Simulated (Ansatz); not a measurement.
# RbYbF3 (Pm-3m): following an unstable mode

Which phase does RbYbF3 (Pm-3m) fall into along its unstable mode, and how much energy does it gain?

Method: DFT PBEsol+U, scalar-relativistic, plane waves, PAW, in Ansatz 0.2.0.

## 1. Starting point

It takes space group Pm-3m (No. 221, cubic). The conventional cell has a = 4.542 Å, b = 4.542 Å, c = 4.542 Å, α = 90.00°, β = 90.00°, γ = 90.00°. Nearest to Rb lie 12 F at 3.21 Å. Nearest to Yb lie 6 F at 2.27 Å. F has 2 Yb at 2.27 Å and 4 Rb at 3.21 Å nearest. Farther neighbours, and contacts between anions beyond the nearest, are not listed.

## 2. The dispersion

Stability and thermal properties need the whole zone. Linear response on a 4×4×4 q mesh gives force constants as far as a supercell of that size would, and the tensors from the zone-centre run are typed in so that the long-range dipole term is interpolated apart.

Contents of input.yaml:

```yaml
crystal:
  lattice:
    - [4.5416503417, 0.0, 0.0]
    - [0.0, 4.5416503417, 0.0]
    - [0.0, 0.0, 4.5416503417]
  atoms:
    - { symbol: Rb, position: [0.0, 0.0, 0.0] }
    - { symbol: Yb, position: [0.5, 0.5, 0.5] }
    - { symbol: F, position: [0.0, 0.5, 0.5] }
    - { symbol: F, position: [0.5, 0.0, 0.5] }
    - { symbol: F, position: [0.5, 0.5, 0.0] }
kpoints:
  mp_grid: { grid: [8, 8, 8] }
hamiltonian:
  xc: pbesol
  hubbard: { sites: [{ species: Yb, l: f, u_eff: 6.0 }] }
scf:
  occupations: { method: fixed }
  convergence: { dr2_threshold: 1.0e-10 }
output:
  eigenvalues: true
phonons:
  method: dfpt
  qmesh: [4, 4, 4]
  temperatures: { t_max: 1000, t_step: 50 }
  qpath:
    path:
      - [[0.0, 0.0, 0.0], [0.0, 0.5, 0.0], [0.5, 0.5, 0.0], [0.0, 0.0, 0.0], [0.5, 0.5, 0.5], [0.0, 0.5, 0.0]]
      - [[0.5, 0.5, 0.5], [0.5, 0.5, 0.0]]
    npoints: 10
  non_analytic_term:
    high_frequency_dielectric_tensor: [[2.3275, 0.0, 0.0], [0.0, 2.3275, 0.0], [0.0, 0.0, 2.3275]]
    born_effective_charges:
      - { species: Rb, tensor: [[1.2475, 0.0, 0.0], [0.0, 1.2475, 0.0], [0.0, 0.0, 1.2475]] }
      - { species: Yb, tensor: [[2.4086, 0.0, 0.0], [0.0, 2.4086, 0.0], [0.0, 0.0, 2.4086]] }
      - { species: F, tensor: [[-1.8694, 0.0, 0.0], [0.0, -0.8934, 0.0], [0.0, 0.0, -0.8934]] }
      - { species: F, tensor: [[-0.8934, 0.0, 0.0], [0.0, -1.8694, 0.0], [0.0, 0.0, -0.8934]] }
      - { species: F, tensor: [[-0.8934, 0.0, 0.0], [0.0, -0.8934, 0.0], [0.0, 0.0, -1.8694]] }
    source: "zone-centre run at this cell"
```

Run with:

```console
$ ansatz run input.yaml --threads 8 --pin off --max-ram 14336MiB --backend cpu --events-out ev --progress --plain --runs-dir out
```

The log of the run:

```text
Rb: projections on atomic orbitals take those of the free atom [Ar 3d10] 4s2 4p6 5s1, of charge +0.00 (hamiltonian.pseudopotentials.projection_atoms); the dataset's partial waves leave at most 2.5e-6 of an orbital's norm unspanned inside its sphere
Yb: projections on atomic orbitals take those of the free atom [Kr 4d10] 4f14 5s2 5p6 5d0 6s2, of charge +0.00 (hamiltonian.pseudopotentials.projection_atoms); the dataset's partial waves leave at most 1.5e-4 of an orbital's norm unspanned inside its sphere
F: projections on atomic orbitals take those of the free atom [He] 2s2 2p5, of charge +0.00 (hamiltonian.pseudopotentials.projection_atoms); the dataset's partial waves leave at most 1.6e-8 of an orbital's norm unspanned inside its sphere
Engine: ansatz 0.2.0, x86_64-unknown-linux-gnu
Pseudopotentials: kind: paw
Pseudopotential: Rb, paw, valence charge 9, recommended cutoff 420 eV (normal), Rb.paw.azcp
Pseudopotential: Yb, paw, valence charge 24, recommended cutoff 420 eV (normal), Yb.paw.azcp
Pseudopotential: F, paw, valence charge 7, recommended cutoff 420 eV (normal), F.paw.azcp
Functional definition: PBEsol
  exchange = pbesol_x
  correlation = pbesol_c
Crystal: 5 atoms, lattice volume = 93.679 Å³
Basis set: ecut = 420 eV, 1839 PW (Γ), exchange–correlation on 64×64×64 points (8 copies of the dense FFT grid, shifted against one another)
Bands: 33, of which v1, the nominal top of the filled ones, is band 27 counted from 1 (26 counted from 0)
Symmetry: 48 space group operations
k-points: 35 of 512
Non-local potential: Rb, projectors of the file, l = 0: 3, l = 1: 2, l = 2: 2
Non-local potential: Yb, projectors of the file, l = 0: 3, l = 1: 2, l = 2: 2, l = 3: 3
Non-local potential: F, projectors of the file, l = 0: 2, l = 1: 2, l = 2: 1
PAW form: soft (Blöchl's): semilocal exchange-correlation on the pseudo side does not see the compensation charge
PAW frozen core: Rb, regenerated for the run's functional, and the local potential with it (the file was generated under x = pbe(κ = 0.804, μ = 0.219515), c = pbe(β = 0.066725))
PAW frozen core: Yb, regenerated for the run's functional, and the local potential with it (the file was generated under x = pbe(κ = 0.804, μ = 0.219515), c = pbe(β = 0.066725))
PAW frozen core: F, regenerated for the run's functional, and the local potential with it (the file was generated under x = pbe(κ = 0.804, μ = 0.219515), c = pbe(β = 0.066725))
PAW one-centre angular grid: Rb, 110 points (default); XC on 64 Gauss nodes
PAW one-centre angular grid: Yb, 590 points (default); XC on 64 Gauss nodes
PAW one-centre angular grid: F, 110 points (default); XC on 64 Gauss nodes
Initial density: superposition of atomic densities (chi_scale 0.1, normalization cell, long waves of neutral atoms under a Hubbard term (reshape's long-wave potential 0.01 eV rms, cloud 2.77 Å wide))
Initial wavefunctions: pseudopotential atomic-orbital guess
Functional: x = pbesol(κ = 0.804, μ = 0.123457), c = pbesol(β = 0.046)
SCF iter   1: F=—  HF=-19305.386544 eV  |F-HF|=—  |Δ(HF+E_count)|=         —  Δρ=9.74e-2  dr2=8.20e0  ethr=3.10e-3  ⟨swp⟩=5.7  Hψ=4609  notcnv=0  defer=106
preconditioner: auto → Resta (q_TF=auto, 2.489 Å⁻¹)  ε∞=4.8  [insulator: Δε(μ)=3.164 eV  Ē_g=13.965 eV  n_scr=26 (ndim 8)  ℏωp=27.1 eV  f_vac=0.019  ε∞_Penn≈4.8]
SCF iter   2: F=—  HF=-19303.536594 eV  |F-HF|=—  |Δ(HF+E_count)|=    1.85e0  Δρ=3.35e-2  dr2=1.27e0  ethr=3.10e-3  ⟨swp⟩=4.1  Hψ=3236  notcnv=0  defer=112
SCF iter   3: F=—  HF=-19303.020594 eV  |F-HF|=—  |Δ(HF+E_count)|=   5.16e-1  Δρ=2.85e-2  dr2=9.84e-1  ethr=2.34e-3  ⟨swp⟩=3.3  Hψ=2819  notcnv=0  defer=112
SCF iter   4: F=—  HF=-19302.738210 eV  |F-HF|=—  |Δ(HF+E_count)|=   2.82e-1  Δρ=1.56e-2  dr2=2.94e-1  ethr=1.82e-3  ⟨swp⟩=3.6  Hψ=2530  notcnv=0  defer=124
SCF iter   5: F=—  HF=-19302.664650 eV  |F-HF|=—  |Δ(HF+E_count)|=   7.36e-2  Δρ=5.43e-3  dr2=3.62e-2  ethr=5.44e-4  ⟨swp⟩=3.1  Hψ=2265  notcnv=0  defer=127
SCF iter   6: F=—  HF=-19302.673415 eV  |F-HF|=—  |Δ(HF+E_count)|=   8.77e-3  Δρ=1.42e-3  dr2=2.61e-3  ethr=6.71e-5  ⟨swp⟩=3.0  Hψ=2176  notcnv=0  defer=128
SCF iter   7: F=—  HF=-19302.674165 eV  |F-HF|=—  |Δ(HF+E_count)|=   7.50e-4  Δρ=2.72e-4  dr2=6.99e-5  ethr=4.84e-6  ⟨swp⟩=2.9  Hψ=2153  notcnv=0  defer=131
SCF iter   8: F=—  HF=-19302.674269 eV  |F-HF|=—  |Δ(HF+E_count)|=   1.04e-4  Δρ=8.29e-5  dr2=5.03e-6  ethr=1.29e-7  ⟨swp⟩=2.5  Hψ=2242  notcnv=0  defer=133
SCF iter   9: F=—  HF=-19302.674283 eV  |F-HF|=—  |Δ(HF+E_count)|=   1.35e-5  Δρ=1.67e-5  dr2=2.10e-7  ethr=9.32e-9  ⟨swp⟩=2.0  Hψ=2100  notcnv=0  defer=115
SCF iter  10: F=—  HF=-19302.674283 eV  |F-HF|=—  |Δ(HF+E_count)|=   5.13e-7  Δρ=3.89e-6  dr2=1.14e-8  ethr=3.88e-10  ⟨swp⟩=2.0  Hψ=2041  notcnv=0  defer=119
SCF iter  11: F=—  HF=-19302.674283 eV  |F-HF|=—  |Δ(HF+E_count)|=   4.10e-8  Δρ=2.02e-6  dr2=3.03e-9  ethr=2.12e-11  ⟨swp⟩=2.2  Hψ=2154  notcnv=0  defer=118
SCF iter  12: F=—  HF=-19302.674283 eV  |F-HF|=—  |Δ(HF+E_count)|=  9.39e-10  Δρ=9.00e-7  dr2=5.27e-10  ethr=5.62e-12  ⟨swp⟩=2.9  Hψ=2205  notcnv=0  defer=118
SCF iter  13: F=-19302.674283 eV  HF=-19302.674283 eV  |F-HF|=5.82e-11  |Δ(HF+E_count)|=  2.33e-10  Δρ=1.69e-7  dr2=2.71e-11  ethr=1.00e-12  ⟨swp⟩=16.9  Hψ=9922  notcnv=0
SCF 1 converged in 13 iterations: F = -19302.674283 eV  dr2 = 2.71e-11
  greatest PAW one-centre occupation: 0.996 electrons in one spin orbital (limit 2), on the Yb atom at site 1 (counted from 0), in its partial waves of l = 0
NSCF: frozen V_eff on 35 k-points
NSCF: frozen V_eff on 35 k-points
DFPT response loops at q = (0, 0, 0) (fractional): preconditioner auto → Resta (q_TF=auto, 2.489 Å⁻¹)  ε∞=7.6 (no band partly filled); β = 1.00, the filter's whole step (`scf.mixing.beta` (0.50) is not read by the response loops at its default; to damp them type it under 1.00, their step now; it binds the ground state too); Anderson in place of MSR1; while a model of the screening serves, it and β = 1 on shorter waves in the place of filter and β
NSCF: frozen V_eff on 240 k-points
DFPT response loops at q = (0, 0, 0.25) (fractional): mixed as the last ones told, above
NSCF: frozen V_eff on 150 k-points
DFPT response loops at q = (0, 0, -0.5) (fractional): mixed as the last ones told, above
NSCF: frozen V_eff on 360 k-points
DFPT response loops at q = (0, 0.25, 0.25) (fractional): mixed as the last ones told, above
NSCF: frozen V_eff on 400 k-points
DFPT response loops at q = (0, 0.25, -0.5) (fractional): mixed as the last ones told, above
NSCF: frozen V_eff on 150 k-points
DFPT response loops at q = (0, -0.5, -0.5) (fractional): mixed as the last ones told, above
NSCF: frozen V_eff on 240 k-points
DFPT response loops at q = (0.25, 0.25, 0.25) (fractional): mixed as the last ones told, above
NSCF: frozen V_eff on 360 k-points
DFPT response loops at q = (0.25, 0.25, -0.5) (fractional): mixed as the last ones told, above
NSCF: frozen V_eff on 240 k-points
DFPT response loops at q = (0.25, -0.5, -0.5) (fractional): mixed as the last ones told, above
NSCF: frozen V_eff on 70 k-points
DFPT response loops at q = (-0.5, -0.5, -0.5) (fractional): mixed as the last ones told, above
SCF converged after 13 iterations
Free energy (F): -19302.674283 eV
Harris-Foulkes:  -19302.674283 eV  (|F-HF|=5.82e-11)
Internal energy: -19302.674283 eV  (E = F + TS)
E sigma→0 (E₀):  -19302.674283 eV
Fermi energy:    7.989222 eV
--- Per-component energies (eV) ---
  E_band       = -174.343523
  E_kinetic    = 1165.308519
  E_local      = -9663.255391  (includes V_loc(G=0)·N_el)
  E_nonlocal   = 969.394884
  E_hartree    = 4088.981377
  E_xc         = -527.350109
  E_vxc        = -643.438120  (∫ρ·V_xc dr)
  E_hubbard    = 0.055519  (on-site DFT+U / exact-exchange correction)
  E_vhub       = -41.833335  (the Hubbard potential's part of the band-sum identity)
  E_paw        = -10397.791061  (= ΣΔE_a)
  E_vpaw       = -138.488720  (= ΣTr[D̂ρ^β])
  E_aug_tail   = 0.006137  (compensation charges beyond the density's cutoff)
  E_ewald      = -4939.404351
  E_core_change = 1.380193  (= ΣΔE_core)
  E_smearing   = -0.000000  (= −TS)
  E_closure    = -0.000000  (closes the sum)
  Σ components = -19302.674283   (vs F -19302.674283, Δ=0.00e0)
--- Band table (eV; the first three rows and the last of 35) ---
  k-point 0: bands = [... 23 lower, 7.8272, 7.9892, 7.9892, 7.9892, 9.0323, 11.8364, 11.8364, 12.3379, ... 2 higher]
  k-point 1: bands = [... 23 lower, 7.8266, 7.9609, 7.9821, 7.9821, 9.2611, 11.9525, 11.9693, 12.4156, ... 2 higher]
  k-point 2: bands = [... 23 lower, 7.8253, 7.9080, 7.9688, 7.9688, 9.8641, 12.2412, 12.2549, 12.6335, ... 2 higher]
  k-point 34: bands = [... 23 lower, 7.7228, 7.7820, 7.7820, 7.7820, 12.5727, 12.5727, 12.5727, 13.9373, ... 2 higher]
Occupation matrices written to <dir>
--- Phonons (Γ-DFPT): 4 representative perturbations + reference (Σ response iterations 28) ---
  ASR residual: 9.550e-4 → 0.000e0 eV/Å²; symmetrization residual: 5.990e-8 eV/Å²
  ASR residual per site (eV/Å²): 2.91e-5 7.29e-4 9.55e-4 9.55e-4 9.55e-4
  Γ frequencies (cm⁻¹): -21.11 -21.11 -21.11 0.00 0.00 0.00 33.16 33.16 33.16 104.79 104.79 104.79 361.69 361.69 361.69
--- Phonons (arbitrary-q DFPT): 10 irreducible q on the 4×4×4 mesh ---
  q = [0.0000, 0.0000, 0.0000] (star 1, of the zone-centre solve; hermiticity 1.42e-8, symmetrization 4.26e-12): -21.11 -21.11 -21.11 0.00 0.00 0.00 33.16 33.16 33.16 104.79 104.79 104.79 361.69 361.69 361.69
  q = [0.0000, 0.0000, 0.2500] (star 6, 9 solved perturbations in 880 linear systems a pass and spin channel, the states on 120 of 512 k-point pairs; hermiticity 2.02e-8, symmetrization 1.79e-12): 3.63 3.63 17.36 17.36 48.23 61.90 61.90 63.50 91.13 102.52 102.52 179.45 361.11 361.11 434.42
  q = [0.0000, 0.0000, -0.5000] (star 3, 9 solved perturbations in 550 linear systems a pass and spin channel, the states on 75 of 512 k-point pairs; hermiticity 1.91e-8, symmetrization 5.14e-12): 19.18 19.18 22.63 22.63 59.32 77.56 83.61 83.61 98.78 98.78 109.79 191.65 360.50 360.50 443.43
  q = [0.0000, 0.2500, 0.2500] (star 12, 9 solved perturbations in 1360 linear systems a pass and spin channel, the states on 180 of 512 k-point pairs; hermiticity 1.01e-8, symmetrization 8.06e-13): -43.60 -21.61 20.88 40.85 41.29 70.93 73.10 81.96 100.86 108.65 128.17 183.85 360.50 376.65 444.14
  q = [0.0000, 0.2500, -0.5000] (star 12, 15 solved perturbations in 1600 linear systems a pass and spin channel, the states on 200 of 512 k-point pairs; hermiticity 1.67e-8, symmetrization 1.78e-13): -55.56 -5.72 22.83 28.77 47.50 76.31 88.93 93.89 98.08 127.66 140.53 190.99 359.88 380.94 453.67
  q = [0.0000, -0.5000, -0.5000] (star 3, 9 solved perturbations in 550 linear systems a pass and spin channel, the states on 75 of 512 k-point pairs; hermiticity 1.23e-8, symmetrization 2.83e-13): -79.30 -29.18 -29.18 33.91 58.69 92.52 92.52 97.35 97.35 153.44 153.44 191.24 359.24 390.96 464.32
  q = [0.2500, 0.2500, 0.2500] (star 8, 4 solved perturbations in 808 linear systems a pass and spin channel, the states on 120 of 512 k-point pairs; hermiticity 8.26e-9, symmetrization 4.51e-13): -51.80 -32.22 -32.22 30.00 30.00 46.19 100.72 104.21 104.21 137.66 137.66 182.64 376.34 376.34 453.14
  q = [0.2500, 0.2500, -0.5000] (star 12, 9 solved perturbations in 1360 linear systems a pass and spin channel, the states on 180 of 512 k-point pairs; hermiticity 1.05e-8, symmetrization 4.20e-12): -62.19 -45.89 -33.08 25.31 31.72 42.49 101.10 107.43 132.64 146.02 149.25 185.66 376.03 383.21 462.21
  q = [0.2500, -0.5000, -0.5000] (star 6, 9 solved perturbations in 880 linear systems a pass and spin channel, the states on 120 of 512 k-point pairs; hermiticity 1.39e-8, symmetrization 1.53e-13): -80.21 -55.17 -55.17 32.06 32.06 32.11 105.32 132.50 132.50 161.80 161.80 182.06 378.60 390.83 471.10
  q = [-0.5000, -0.5000, -0.5000] (star 1, 4 solved perturbations in 215 linear systems a pass and spin channel, the states on 35 of 512 k-point pairs; hermiticity 9.91e-9, symmetrization 1.23e-11): -81.10 -81.10 -81.10 28.14 28.14 28.14 136.21 136.21 136.21 172.98 172.98 172.98 390.70 390.70 478.33
  sum rule: each row above includes the acoustic sum rule's correction from the zone centre's row sums; it moved no ω² by more than (3.70 cm⁻¹)²
  mesh force constants: q→R imaginary residual 8.18e-19; ASR residual 9.550e-4 → 0.000e0 eV/Å²; symmetrization residual 1.243e-14 eV/Å²
  interpolated dispersion: 63 rows × 15 modes
  density of states and harmonic sums: on the 16×16×16 q-mesh, interpolated from the force constants of a 4×4×4 supercell (with the dipole–dipole term of supplied tensors)
  largest difference from the sums on the solved wave vectors: F 1.63e-3 eV, S 7.95e-6 and C_V 4.02e-6 eV/K
  zero-point energy: 0.129335 eV/cell   skipped modes (ω ≤ 0): 364, of them read as no rigid motion or as one in doubt: 361 (2.203e0 modes/cell left out, lowest -81.10 cm⁻¹)   left out of the sums: 1.47e-1 of the cell's modes: C_V's classical limit lies that fraction below 3 k_B per atom; for a crystal, a wire or a layer, F and S can be off by more, and a phonons.interpolated_qmesh denser along its periods is the remedy for the sampling
```

Elapsed: 8.4 min, on 8 threads of Intel Xeon Platinum 8488C (Sapphire Rapids), shared host; peak memory 5.9 GiB; 56 min of CPU time.

Reading the cycles: dr2 is the Hartree energy of the density residual (eV), the measure of convergence; HF is the Harris–Foulkes estimate of the energy, which meets the free energy F at convergence.

Numbers from this step:

| Item | Value |
| --- | --- |
| gap on the k-mesh | 1.043 eV |
| volume per atom | 18.74 Å³ |
| sum-rule residual before enforcement | 9.55e-4 eV/Å² |
| lowest frequency on the path | -81.10 cm⁻¹ |
| point group | m-3m |
| highest frequency on path, mesh or solved points | 478.3 cm⁻¹ |
| highest optical mode at the zone centre (no LO-TO term) | 361.7 cm⁻¹ |
| lowest optical zone-centre mode | -21.11 cm⁻¹ |
| lowest mode on the q mesh (acoustic modes at Γ apart) | -81.1 cm⁻¹ |

Frequencies (cm⁻¹) solved at each irreducible wavevector; negative means imaginary. Frequencies by wavevector, by row:

```csv
q in reciprocal lattice units,star,mode 1,mode 2,mode 3,mode 4,mode 13,mode 14,mode 15
0 0 0,1,-21.1,-21.1,-21.1,0,361.7,361.7,361.7
0 0 0.25,6,3.6,3.6,17.4,17.4,361.1,361.1,434.4
0 0 -0.5,3,19.2,19.2,22.6,22.6,360.5,360.5,443.4
0 0.25 0.25,12,-43.6,-21.6,20.9,40.9,360.5,376.6,444.1
0 0.25 -0.5,12,-55.6,-5.7,22.8,28.8,359.9,380.9,453.7
0 -0.5 -0.5,3,-79.3,-29.2,-29.2,33.9,359.2,391,464.3
0.25 0.25 0.25,8,-51.8,-32.2,-32.2,30,376.3,376.3,453.1
0.25 0.25 -0.5,12,-62.2,-45.9,-33.1,25.3,376,383.2,462.2
0.25 -0.5 -0.5,6,-80.2,-55.2,-55.2,32.1,378.6,390.8,471.1
-0.5 -0.5 -0.5,1,-81.1,-81.1,-81.1,28.1,390.7,390.7,478.3
```

Interpolated from a 4×4×4 q mesh, with the LO-TO term (at Γ the limit along the path). Phonon branches along the path, in cm⁻¹:

```csv
point,branch 1,branch 2,branch 3,branch 4,branch 12,branch 13,branch 14,branch 15
Γ,-21,-21,0,0,169,362,362,424
halfway,4,4,17,17,180,361,361,434
X,19,19,23,23,192,360,360,443
halfway,-56,-6,23,29,191,360,381,454
M,-79,-29,-29,34,191,359,391,464
halfway,-44,-22,21,41,184,360,377,444
Γ,-21,-21,0,0,169,362,362,424
halfway,-52,-32,-32,30,183,376,376,453
R,-81,-81,-81,28,173,391,391,478
halfway,-62,-46,-33,25,186,376,383,462
X,19,19,23,23,192,360,360,443
jump to R,-81,-81,-81,28,173,391,391,478
halfway,-80,-55,-55,32,182,379,391,471
M,-79,-29,-29,34,191,359,391,464
```

Symmetry leaves 10 wavevectors to solve. The lowest mode among them, the acoustic zeros apart, lies at q = (-0.5, -0.5, -0.5) and is imaginary, 81.1i cm⁻¹, so the energy falls along it.

## 3. The mode frozen in, largest atomic shift 0 Å

The mode followed lies at q = (-0.5, -0.5, -0.5) with frequency 81.1i cm⁻¹ and is 3-fold degenerate, the softest among the wavevectors solved. At small amplitude the pattern taken leaves space group no. 74 by a symmetry search on the positions. The undistorted cell that holds it gives the zero of energy on the same k mesh.

System of this step: RbYbF3. The structure is cubic, space group Pm-3m (No. 221). The conventional cell has a = 4.542 Å, b = 4.542 Å, c = 4.542 Å, α = 90.00°, β = 90.00°, γ = 90.00°. Nearest to Rb lie 12 F at 3.21 Å. Yb has 6 F at 2.27 Å nearest. Nearest to F lie 2 Yb at 2.27 Å and 4 Rb at 3.21 Å. Farther neighbours, and contacts between anions beyond the nearest, are not listed.

Contents of input.yaml:

```yaml
crystal:
  lattice:
    - [4.5416503417, 4.5416503417, 0.0]
    - [4.5416503417, 0.0, 4.5416503417]
    - [4.5416503417, 0.0, -4.5416503417]
  atoms:
    - { symbol: Rb, position: [0.0, 0.5, 0.5] }
    - { symbol: Rb, position: [0.0, 0.0, 0.0] }
    - { symbol: Yb, position: [0.5, 0.25, 0.75] }
    - { symbol: Yb, position: [0.5, 0.75, 0.25] }
    - { symbol: F, position: [0.5, 0.0, 0.5] }
    - { symbol: F, position: [0.5, 0.5, 0.0] }
    - { symbol: F, position: [0.0, 0.5, 0.0] }
    - { symbol: F, position: [0.0, 0.0, 0.5] }
    - { symbol: F, position: [0.5, 0.5, 0.5] }
    - { symbol: F, position: [0.5, 0.0, 0.0] }
kpoints:
  mp_grid: { grid: [6, 6, 6] }
hamiltonian:
  xc: pbesol
  hubbard: { sites: [{ species: Yb, l: f, u_eff: 6.0 }] }
scf:
  occupations: { method: gaussian, width: 0.02 }
output:
  forces: true
  stress: true
  eigenvalues: true
```

The log of the run:

```text
[...]
Crystal: 10 atoms, lattice volume = 187.357 Å³
Basis set: ecut = 420 eV, 3695 PW (Γ), exchange–correlation on 90×90×90 points (8 copies of the dense FFT grid, shifted against one another)
Bands: 65, of which v1, the nominal top of the filled ones, is band 54 counted from 1 (53 counted from 0)
Symmetry: 96 space group operations
[...]
k-points: 16 of 216
[...]
k-point 0: bands = [... 50 lower, 7.8269, 7.9889, 7.9889, 7.9889, 9.0323, 11.8365, 11.8365, 12.3379, ... 7 higher]
  k-point 1: bands = [... 50 lower, 7.8206, 7.9647, 7.9707, 7.9707, 9.3360, 12.0062, 12.0062, 12.4407, ... 7 higher]
  k-point 2: bands = [... 50 lower, 7.8242, 7.9133, 7.9253, 7.9253, 10.1196, 12.0693, 12.4563, 12.4563, ... 7 higher]
  k-point 15: bands = [... 50 lower, 7.8630, 7.9151, 7.9166, 7.9402, 11.5287, 12.0354, 12.0672, 12.1168, ... 7 higher]
Occupation matrices written to <dir>
[key lines of the parts left out:]
SCF converged after 10 iterations
Free energy (F): -38605.348720 eV
Fermi energy:    8.510828 eV
P = ⅓ Tr σ = 0.0012 GPa (0.012 kbar)
```

Run time: 2.2 s. Hardware: 8 threads; peak memory 1 GiB.

Numbers from this step:

* pressure: 0.001203 GPa
* energy from the undistorted cell: 0 meV/atom

At this level the gap is 1.04 eV on the k-mesh of the self-consistent run, which can miss the band edges.

(Part 1 of 3 ends here.)

[Long decimals in the printed logs are rounded to 6 places.]

[Logs are printed without paths, hosts, clocks, repeated set-up lines and the standing remarks that a program may print on its own settings, such as how far it seeks lower states.]

[Hosts, paths, dates, database ids (printed as entryN), source tags and the programs' standing remarks are cut or masked in the printed files.]

[Where the starting crystal was built by hand or by swapping elements, it need not be the compound's stable phase.]
